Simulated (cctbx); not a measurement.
# Reading a Patterson map

Space group Pnma (no. 62), a = 9.6800 Å, b = 4.0610 Å, c = 15.8920 Å, α = 90.00°, β = 90.00°, γ = 90.00°, content Tl4 I4 Br8 Fe4.

Simulated single-crystal data (cctbx): synchrotron X-rays, λ = 0.7749 Å, to d = 0.65 Å, 70 % of the full sphere, strongest reflection 40000 counts, noise from counting, a 1.5 % proportional error and a noise floor of 15 counts (s.d.); no absorption.

Patterson synthesis, origin scaled to 1000:

```text
Patterson group P m m m
      u       v       w   height  length (A)
  0.000   0.000   0.000   1000.0     0.00
  0.500   0.000   0.155    288.1     5.43
  0.377   0.500   0.500    280.7     8.97
  0.335   0.000   0.467    188.3     8.10
  0.171   0.000   0.379    181.7     6.25
  0.290   0.500   0.033    173.1     3.51
  0.210   0.500   0.123    172.9     3.47
  0.451   0.500   0.270    142.3     6.45
  0.120   0.500   0.345    141.9     5.97
  0.258   0.000   0.327    122.0     5.77
  0.226   0.000   0.385    117.9     6.50
  0.119   0.500   0.169    114.6     3.55
  0.500   0.000   0.090    114.0     5.05
  0.239   0.000   0.176    112.0     3.63
```

Q: Assign the vectors.

A peak at u stands for all pairs with xi − xj = u, with weight Σ ZiZj against Σ Z² = 49984 at the origin. Peak heights follow these weights only roughly, since form factors, motion and series ripples differ, all vectors within 0.55 Å of a peak are counted as merged into it though the farther ones add only part of their weight, and F(000) is left out, which lowers the whole map:

| u | v | w | shortest length (Å) | height | 1000 ΣZiZj/ΣZ² | pairs in the cell |
| --- | --- | --- | --- | --- | --- | --- |
| 0.500 | 0.000 | 0.155 | 5.43 | 288 | 263 | 2 × Tl–Tl |
| 0.377 | 0.500 | 0.500 | 8.98 | 281 | 263 | 2 × Tl–Tl |
| 0.335 | 0.000 | 0.467 | 8.10 | 188 | 208 | 2 × Tl–I, 2 × Br–Fe |
| 0.171 | 0.000 | 0.379 | 6.25 | 182 | 305 | 2 × Tl–I, 2 × Tl–Fe, 2 × Br–Br |
| 0.290 | 0.500 | 0.033 | 3.50 | 173 | 172 | 2 × Tl–I |
| 0.210 | 0.500 | 0.123 | 3.48 | 173 | 172 | 2 × Tl–I |
| 0.451 | 0.500 | 0.270 | 6.45 | 142 | 243 | 2 × Tl–Br, 2 × I–Br, 2 × I–Fe |
| 0.120 | 0.500 | 0.345 | 5.96 | 142 | 186 | 1 × Tl–Tl, 2 × I–Fe |
| 0.258 | 0.000 | 0.327 | 5.77 | 122 | 188 | 2 × Tl–Br, 2 × I–Br |
| 0.226 | 0.000 | 0.385 | 6.50 | 118 | 158 | 2 × Tl–Fe, 2 × I–Br |

The table stops at ten peaks or at a height of 45, below which ripples compete. In the model behind the data Tl, the heaviest element, has 1 independent site: (0.9383, 1/4, 0.6725), up to an allowed shift of origin; the Tl–Tl vectors are differences of these positions and their symmetry mates. The whole model:

```csv
atom,mult.,x,y,z,Ueq (Å²)
Tl1,4,0.9383,1/4,0.6725,0.0020
I1,4,0.7719,1/4,0.2947,0.0032
Br1,4,0.5181,1/4,0.5944,0.0031
Br2,4,0.6785,1/4,0.0038,0.0028
Fe1,4,0.6581,1/4,0.4457,0.0035
```

This is a model crystal, built by substitution and not relaxed, with assumed displacement parameters.

[Logs are printed without paths, hosts, clocks, repeated set-up lines and the standing remarks that a program may print on its own settings, such as how far it seeks lower states.]
